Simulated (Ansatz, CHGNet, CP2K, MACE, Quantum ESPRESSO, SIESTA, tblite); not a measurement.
**How stiff is random rock-salt alloy of NbC and TiC (64 atoms)? Programs compared**

How stiff is random rock-salt alloy of NbC and TiC (64 atoms) under an even change of volume, and do other programs and learned potentials give the same pressure and slope as plane waves?

The results are calculated values.

**1. Set-up**

The cell holds 64 atoms (28 Ti, 32 C and 4 Nb), with edges of 8.69, 8.69 and 8.69 Å. Recipe: rock-salt NbC, 2 x 2 x 2 conventional cells, 28 of 32 Nb sites given to Ti at random (x = 0.875), lattice by Vegard's rule (a = 4.346 Å); not relaxed, displaced by a Gaussian of 0.02 Å Then the atoms were relaxed with MACE MPA-0 medium in the fixed cell.

Bonds by pair of elements; cutoffs follow the first minimum of g(r), held within bounds set by covalent radii, and pairs that aren't listed don't count as bonded:

```
pair A-B  cutoff (Å)  bonds  mean length (Å)  spread (Å)  shortest (Å)  B about A  A about B
    C-Ti        2.76    168             2.17        0.01          2.15       5.25          6
    C-Nb        2.81     24             2.20       0.003          2.19       0.75          6
```

**2. The reference input**

Quantum ESPRESSO 7.5: Kohn-Sham DFT, PBE, SSSP efficiency 1.3.0 pseudopotentials, plane waves. Its input, pw.in, for the unchanged cell:

```
&control
  calculation = 'scf'
  pseudo_dir = './pseudo'
  outdir = './tmp'
  disk_io = 'none'
  tprnfor = .true.
  tstress = .true.
/
&system
  ibrav = 0
  nat = 64
  ntyp = 3
  ecutwfc = 60
  ecutrho = 480
  nosym = .true.
  occupations = 'smearing'
  smearing = 'fd'
  degauss = 0.003675
/
&electrons
  conv_thr = 3.2e-07
  electron_maxstep = 100
  mixing_beta = 0.2
  mixing_mode = 'local-TF'
  diagonalization = 'david'
/
ATOMIC_SPECIES
Ti 47.867 Ti.upf
C 12.011 C.upf
Nb 92.906 Nb.upf
CELL_PARAMETERS angstrom
8.69160 0.00000 0.00000
0.00000 8.69160 0.00000
0.00000 0.00000 8.69160
ATOMIC_POSITIONS crystal
Ti 0.00072 0.99997 0.99903
C 0.25020 0.99993 0.99978
Ti 0.00021 0.25058 0.24959
C 0.25018 0.25040 0.24729
[... 58 atom lines left out ...]
Ti 0.74957 0.75041 0.50042
C 0.50023 0.75022 0.49994
K_POINTS gamma
```

```console
$ OMP_NUM_THREADS=1 mpirun -np 2 pw.x -in pw.in > output.txt
```

The job ended after 5.8 min (2 MPI ranks of Arm Neoverse V1, shared host; peak memory 2.1 GiB; 12 min of CPU time).

It converged with an r.m.s. force component of 0.053 eV/Å and a pressure of 0.052 GPa.

**3. The levels**

Every level solves the same cells as single points. CPU time is summed over a level's finished runs, on a host shared with the other runs, so it is rough; the force column is the median over cells of the r.m.s. difference of force components from the reference.

| level | basis or training data | k-points | runs finished | CPU time | peak memory (GiB) | force difference (meV/Å) |
| --- | --- | --- | --- | --- | --- | --- |
| QE, PBE | plane waves, SSSP efficiency, 60/480 Ry | Γ | 3 of 3 | 35 min | 2.2 | reference |
| SIESTA DZP, PBE | DZP orbitals, shift 0.01 Ry, mesh 500 Ry | Γ | 3 of 3 | 36 min | 2.0 | 46 |
| CP2K double zeta, LDA | DZVP-MOLOPT-SR, GTH, 800 Ry | Γ | 3 of 3 | 42 min | 5.8 | 16 |
| tblite GFN1-xTB | tight binding with its own dispersion term | Γ | 3 of 3 | 19 s | 0.12 | 159 |
| CHGNet 0.3.0 | trained on PBE(+U) plane-wave data | - | 3 of 3 | 13 s | 0.94 | 92 |
| MACE MPA-0 medium | trained on PBE(+U) plane-wave data | - | 3 of 3 | 28 s | 1.0 | 53 |

The reference's own r.m.s. force component runs from 52 to 61 meV/Å over these cells. MACE MPA-0 medium relaxed the atoms, so in the cells that it relaxed its forces are near zero and its entry mostly repeats the reference's forces.

**4. Pressure against volume**

The cell is scaled evenly with fractional positions held. The unchanged volume is 10.259 Å³ an atom. Pressures in GPa:

```
                level   -3 %       0    +3 %
              QE, PBE   8.36    0.05   -7.16
      SIESTA DZP, PBE   7.38   -0.82   -7.87
CP2K double zeta, LDA  -6.58  -14.37  -21.00
      tblite GFN1-xTB  -6.47  -12.71  -17.91
         CHGNet 0.3.0  10.37    2.67   -4.96
    MACE MPA-0 medium  11.39    1.94   -5.95
```

Energy less that of the unchanged cell at the same level, in meV an atom:

```
                level    -3 %   +3 %
              QE, PBE    8.14   6.82
      SIESTA DZP, PBE    6.06   8.57
CP2K double zeta, LDA  -20.32  34.14
      tblite GFN1-xTB  -18.62  29.60
         CHGNet 0.3.0   12.89   2.48
    MACE MPA-0 medium   12.55   4.09
```

**5. Moduli**

From the three volumes nearest the unchanged one: B from the slope of pressure against ln V and from the curvature of the energy, the pressure that the slope of the energy implies, and the volume change at which the printed pressure crosses zero (a dash if it doesn't within the range).

```
                level  B from pressures (GPa)  B from energies (GPa)  printed pressure (GPa)  pressure from energies (GPa)  zero pressure at (%)
              QE, PBE                   258.6                  259.6                    0.05                          0.34                  +0.0
      SIESTA DZP, PBE                   254.1                  253.9                   -0.82                         -0.65                  -0.3
CP2K double zeta, LDA                   240.3                  239.8                  -14.37                        -14.18                     -
      tblite GFN1-xTB                   190.8                  190.4                  -12.71                        -12.55                     -
         CHGNet 0.3.0                   255.4                  266.7                    2.67                          2.71                  +1.0
    MACE MPA-0 medium                   289.0                  288.7                    1.94                          2.20                  +0.7
```

As a check by hand on the reference: from -3 to +3 % the pressure falls by 15.52 GPa while ln V grows by 0.0600, a ratio of 258.6 GPa.

**6. What came out**

The plane-wave reference (PBE) gives a bulk modulus of 258.6 GPa from its pressures, at a volume where its pressure is 0.05 GPa; that pressure crosses zero at +0.0 %. Other programs at PBE: SIESTA DZP, PBE 254.1 GPa (-2 %); its pressure lies -0.88 GPa from the reference's. Other functionals: CP2K double zeta, LDA 240.3 GPa (-7 %); its pressure lies -14.42 GPa from the reference's.

Learned potentials: CHGNet 0.3.0 255.4 GPa (-1 %) and MACE MPA-0 medium 289.0 GPa (+12 %); their pressures lie +1.89 to +2.62 GPa from the reference's. Tight binding: tblite GFN1-xTB 190.8 GPa (-26 %); its pressure lies -12.76 GPa from the reference's. The moduli are read at one volume but at unlike pressures, and a cell under tension is as a rule softer than one under compression. Moduli from the energies run from 190 to 289 GPa, within 10 % of those from pressures.

Caveats: Atoms are held in fractional coordinates, so these moduli are upper bounds to relaxed ones. Three points at finite strain give rough moduli, at the given volume rather than at zero pressure. Pressures at a fixed plane-wave cutoff or in a small atom-centred basis hold some basis error. The reference samples only Γ, in a cell whose shortest periodic width is 9 Å. The reference isn't exact: its cutoffs and mesh weren't converged further here. SIESTA's automatically made basis is far from complete, and its potentials were converted by us (checked for H, C, O, Si, Ge and Ca alone). The learned potentials mimic data converged in k, so the sampling error of the reference's coarse mesh counts against them here, while programs on the same mesh share it. Spin–orbit coupling is left out. The reference has no spin polarisation, so local moments can't form. Where levels are smeared, the DFT runs use Fermi–Dirac occupations at 580 K (0.05 eV), and energies are free energies.

[Long decimals in the printed logs are rounded to 6 places.]

[Logs are printed without paths, hosts, clocks, repeated set-up lines and the standing remarks that a program may print on its own settings, such as how far it seeks lower states.]

[Hosts, paths, dates, database ids (printed as entryN), source tags and the programs' standing remarks are cut or masked in the printed files.]
